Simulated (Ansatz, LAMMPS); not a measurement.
**A faulty run on liquid (K,Li)2CO3 at 1100 K (102 atoms)**

Program: Ansatz 0.2.0. The cell: 17 C, 51 O, 13 K and 21 Li.

Input file input.yaml:

```yaml
crystal:
  lattice:
    - [11.45401, 0.0, 0.0]
    - [0.0, 11.45401, 0.0]
    - [0.0, 0.0, 11.45401]
  atoms:
    - { symbol: C, position: [0.67497, 0.189, 0.61096] }
    - { symbol: O, position: [0.65951, 0.16293, 0.71824] }
    - { symbol: O, position: [0.59459, 0.17723, 0.5325] }
    - { symbol: O, position: [0.75285, 0.26573, 0.58637] }
    - { symbol: C, position: [0.17248, 0.48146, 0.17192] }
    - { symbol: O, position: [0.23062, 0.43652, 0.08719] }
    - { symbol: O, position: [0.2325, 0.55338, 0.23408] }
    - { symbol: O, position: [0.06571, 0.49485, 0.16659] }
    - { symbol: C, position: [0.94486, 0.70639, 0.52348] }
    - { symbol: O, position: [0.05269, 0.68125, 0.48114] }
    - { symbol: O, position: [0.96141, 0.74641, 0.62226] }
    - { symbol: O, position: [0.85657, 0.63373, 0.51721] }
    - { symbol: C, position: [0.4609, 0.72182, 0.05345] }
    - { symbol: O, position: [0.43188, 0.63274, 0.10657] }
    - { symbol: O, position: [0.37971, 0.80417, 0.04566] }
    - { symbol: O, position: [0.56152, 0.72963, 0.99163] }
    - { symbol: C, position: [0.82125, 0.49828, 0.87097] }
    - { symbol: O, position: [0.87381, 0.4408, 0.78983] }
    [... 78 atom lines left out ...]
    - { symbol: Li, position: [0.28976, 0.70683, 0.18761] }
    - { symbol: Li, position: [0.95357, 0.33342, 0.07605] }
    - { symbol: Li, position: [0.30625, 0.82551, 0.80196] }
    - { symbol: Li, position: [0.19123, 0.92702, 0.03185] }
    - { symbol: Li, position: [0.78554, 0.6726, 0.68525] }
    - { symbol: Li, position: [0.55296, 0.2043, 0.82897] }
kpoints:
  mp_grid: { grid: [1, 1, 1] }
hamiltonian:
  xc: r2scan
  hubbard: { sites: [{ species: K, l: p, u_eff: 40.0 }] }
scf:
  occupations: { method: fixed }
  max_iter: 75
output:
  forces: true
```

Command:

```bash
$ ansatz run input.yaml --threads 4 --pin off --max-ram 8192MiB --backend cpu --events-out ev --progress --plain --runs-dir out
```

Numbers of over 12 decimals in the logs are rounded to 6 here.

The log of the run:

```text
C: projections on atomic orbitals take those of the free atom [He] 2s2 2p2, of charge +0.00 (hamiltonian.pseudopotentials.projection_atoms); the dataset's partial waves leave at most 3.7e-9 of an orbital's norm unspanned inside its sphere
O: projections on atomic orbitals take those of the free atom [He] 2s2 2p4, of charge +0.00 (hamiltonian.pseudopotentials.projection_atoms); the dataset's partial waves leave at most 1.9e-8 of an orbital's norm unspanned inside its sphere
K: projections on atomic orbitals take those of the free atom [Ne] 3s2 3p6 4s1, of charge +0.00 (hamiltonian.pseudopotentials.projection_atoms); the dataset's partial waves leave at most 2.3e-7 of an orbital's norm unspanned inside its sphere
K: the file doesn't list 4p, so it is added from the neutral free atom; the dataset's partial waves leave at most 9.3e-5 of an orbital's norm unspanned inside its sphere
Li: projections on atomic orbitals take those of the free atom 1s2 2s1, of charge +0.00 (hamiltonian.pseudopotentials.projection_atoms); the dataset's partial waves leave at most 8.9e-11 of an orbital's norm unspanned inside its sphere
Engine: ansatz 0.2.0, aarch64-unknown-linux-gnu
Pseudopotentials: kind: paw
Pseudopotential: C, paw, valence charge 4, recommended cutoff 500 eV (meta_gga), C.paw.azcp
Pseudopotential: O, paw, valence charge 6, recommended cutoff 500 eV (meta_gga), O.paw.azcp
Pseudopotential: K, paw, valence charge 9, recommended cutoff 500 eV (meta_gga), K.paw.azcp
Pseudopotential: Li, paw, valence charge 3, recommended cutoff 500 eV (meta_gga), Li.paw.azcp
[... 6 lines on functional and potentials left out ...]
Crystal: 102 atoms, lattice volume = 1502.701 Å³
Basis set: ecut = 500 eV, 38161 PW (Γ), exchange–correlation on 360×360×360 points (64 copies of the dense FFT grid, shifted against one another)
Bands: 379, of which v1, the nominal top of the filled ones, is band 277 counted from 1 (276 counted from 0)
Symmetry: 1 space group operations
Space group: P1 (ITA 1), of the structure as read, at distance tolerance 1.1e-4 Å
k-points: 1
[... 12 lines on functional and potentials left out ...]
Initial density: superposition of atomic densities (chi_scale 0.1, normalization cell, long waves of neutral atoms under a Hubbard term (reshape's long-wave potential 0.74 eV rms, cloud 2.79 Å wide))
Initial wavefunctions: pseudopotential atomic-orbital guess
Functional: x = r2scan, c = r2scan; τ floored in thin density (d = 2e-4 eV/Å³)
SCF iter   1: F=—  HF=-57631.104687 eV  |F-HF|=—  |Δ(HF+E_count)|=         —  Δρ=8.05e-2  dr2=9.61e1  dr2_τ=1.49e1  ethr=3.10e-3  ⟨swp⟩=7.0  Hψ=1350  notcnv=0  defer=100
preconditioner: auto → Resta (q_TF=auto, 2.310 Å⁻¹)  ε∞=2.4  [insulator: Δε(μ)=3.088 eV  Ē_g=16.492 eV  n_scr=304 (ndim 8)  ℏωp=19.5 eV  f_vac=0.040  ε∞_Penn≈2.4]
SCF iter   2: F=—  HF=-57610.661431 eV  |F-HF|=—  |Δ(HF+E_count)|=    2.04e1  Δρ=3.52e-2  dr2=1.38e1  dr2_τ=2.37e0  ethr=3.10e-3  ⟨swp⟩=5.0  Hψ=928  notcnv=0  defer=100
SCF iter   3: F=—  HF=-57610.926411 eV  |F-HF|=—  |Δ(HF+E_count)|=   2.65e-1  Δρ=1.36e-2  dr2=3.00e0  dr2_τ=2.47e-1  ethr=2.49e-3  ⟨swp⟩=3.0  Hψ=584  notcnv=0  defer=100
SCF iter   4: F=—  HF=-57610.942440 eV  |F-HF|=—  |Δ(HF+E_count)|=   1.60e-2  Δρ=3.90e-3  dr2=2.18e-1  dr2_τ=2.80e-2  ethr=5.41e-4  ⟨swp⟩=3.0  Hψ=541  notcnv=0  defer=100
SCF iter   5: F=—  HF=-57611.023540 eV  |F-HF|=—  |Δ(HF+E_count)|=   8.11e-2  Δρ=2.79e-3  dr2=1.01e-1  dr2_τ=1.40e-2  ethr=3.93e-5  ⟨swp⟩=4.0  Hψ=682  notcnv=0  defer=100
SCF iter   6: F=—  HF=-57611.016042 eV  |F-HF|=—  |Δ(HF+E_count)|=   7.50e-3  Δρ=6.16e-4  dr2=5.08e-3  dr2_τ=5.14e-4  ethr=1.82e-5  ⟨swp⟩=3.0  Hψ=629  notcnv=0  defer=100
SCF iter   7: F=—  HF=-57611.021849 eV  |F-HF|=—  |Δ(HF+E_count)|=   5.81e-3  Δρ=3.20e-4  dr2=1.39e-3  dr2_τ=1.82e-4  ethr=9.17e-7  ⟨swp⟩=3.0  Hψ=698  notcnv=0  defer=100
SCF iter   8: F=—  HF=-57611.022353 eV  |F-HF|=—  |Δ(HF+E_count)|=   5.03e-4  Δρ=1.08e-4  dr2=1.74e-4  dr2_τ=2.11e-5  ethr=2.50e-7  ⟨swp⟩=3.0  Hψ=606  notcnv=0  defer=100
SCF iter   9: F=—  HF=-57611.022473 eV  |F-HF|=—  |Δ(HF+E_count)|=   1.20e-4  Δρ=3.36e-5  dr2=1.76e-5  dr2_τ=2.00e-6  ethr=3.14e-8  ⟨swp⟩=3.0  Hψ=608  notcnv=0  defer=100
SCF iter  10: F=—  HF=-57611.026211 eV  |F-HF|=—  |Δ(HF+E_count)|=   3.74e-3  Δρ=2.13e-5  dr2=5.88e-6  dr2_τ=8.34e-7  ethr=3.18e-9  ⟨swp⟩=3.0  Hψ=785  notcnv=0  defer=99
SCF iter  11: F=—  HF=-57611.026214 eV  |F-HF|=—  |Δ(HF+E_count)|=   2.66e-6  Δρ=6.13e-6  dr2=5.59e-7  dr2_τ=7.99e-8  ethr=1.06e-9  ⟨swp⟩=3.0  Hψ=540  notcnv=0  defer=99
SCF iter  12: F=-57611.026215 eV  HF=-57611.026215 eV  |F-HF|=4.82e-8  |Δ(HF+E_count)|=   7.33e-7  Δρ=1.95e-6  dr2=6.00e-8  dr2_τ=6.86e-9  ethr=1.81e-11  ⟨swp⟩=6.0  Hψ=1415  notcnv=0
SCF 1 converged in 12 iterations: F = -57611.026215 eV  dr2 = 6.00e-8
[...]
SCF converged after 12 iterations
Free energy (F): -57611.026215 eV
Harris-Foulkes:  -57611.026215 eV  (|F-HF|=4.82e-8)
Internal energy: -57611.026215 eV  (E = F + TS)
E sigma→0 (E₀):  -57611.026215 eV
Fermi energy:    2.979810 eV
--- Per-component energies (eV) ---
  E_band       = -5774.480045
  E_kinetic    = 14473.620266
  E_local      = -43878.333250  (includes V_loc(G=0)·N_el)
  E_nonlocal   = 2375.629856
  E_hartree    = 16311.680855
  E_xc         = -6524.397314
  E_vxc        = -9307.886206  (∫ρ·V_xc dr)
  E_hubbard    = 34.830045  (on-site DFT+U / exact-exchange correction)
  E_vhub       = 33.973549  (the Hubbard potential's part of the band-sum identity)
  E_paw        = -20608.823604  (= ΣΔE_a)
  E_vpaw       = -2704.630121  (= ΣTr[D̂ρ^β])
  E_aug_tail   = 0.051499  (compensation charges beyond the density's cutoff)
  E_vtau       = 609.726001  (kinetic-family band-sum trace: ∫τ·v_τ [+ j·A + Jᵃ·Aᵃ] dr)
  E_ewald      = -19790.684021
  E_core_change = -4.600546  (= ΣΔE_core)
  E_smearing   = -0.000000  (= −TS)
  E_closure    = -0.000000  (closes the sum)
  Σ components = -57611.026215   (vs F -57611.026215, Δ=0.00e0)
--- Forces (eV/Å), atoms counted from 1 ---
  atom   1  C     -2.79557169     3.20778081    -1.05258152
  atom   2  O      0.37260598    -1.25567693     0.80505663
  atom   3  O      0.45637768    -2.18534745     0.51408440
  atom   4  O      1.89816505    -0.21106701     0.07529392
  atom   5  C      3.46544161     4.56353837    -2.88835252
  atom   6  O      0.61438507    -2.93411846    -0.73727775
  atom   7  O     -0.43521319    -0.34886463     2.28367535
  atom   8  O     -3.74862584    -1.49470551     0.80618987
  atom   9  C      3.65235669    -7.33649671     2.28208264
  atom  10  O     -2.24128627     0.51458195    -3.91015609
  atom  11  O     -1.66758961     4.44458198     3.77424575
  atom  12  O     -0.93383650     0.93901771    -2.83407356
  atom  13  C      1.40899361     0.98986905    -3.53471588
  atom  14  O     -0.31785355    -1.98975200     1.02240661
[...]
atom 101  Li     0.32110025     0.32051549    -0.24530868
  atom 102  Li    -0.66298040     0.38861043     0.51381145
  max |Σ_I F_I| component: 3.19e-4 eV/Å
Occupation matrices written to <dir>
```

The job ended after 1.7 min (4 threads of Arm Neoverse N1, shared host; peak memory 4.3 GiB).

Against a sound run (Kohn-Sham DFT, r2SCAN, PAW (set soft_2), plane waves):

* r.m.s. difference of force components: 208.6 meV/Å
* longest difference of force vectors: 1074 meV/Å
* force difference over r.m.s. force: 8.803 %

Q: Name the fault and the fix.

An enormous U: hamiltonian.hubbard.sites = [{"species": "K", "l": "p", "u_eff": 40.0}].

The fix is to take out hamiltonian.hubbard.sites.

The run converged all the same, so the exit status doesn't show the fault.

[Logs are printed without paths, hosts, clocks, repeated set-up lines and the standing remarks that a program may print on its own settings, such as how far it seeks lower states.]

[Hosts, paths, dates, database ids (printed as entryN), source tags and the programs' standing remarks are cut or masked in the printed files.]
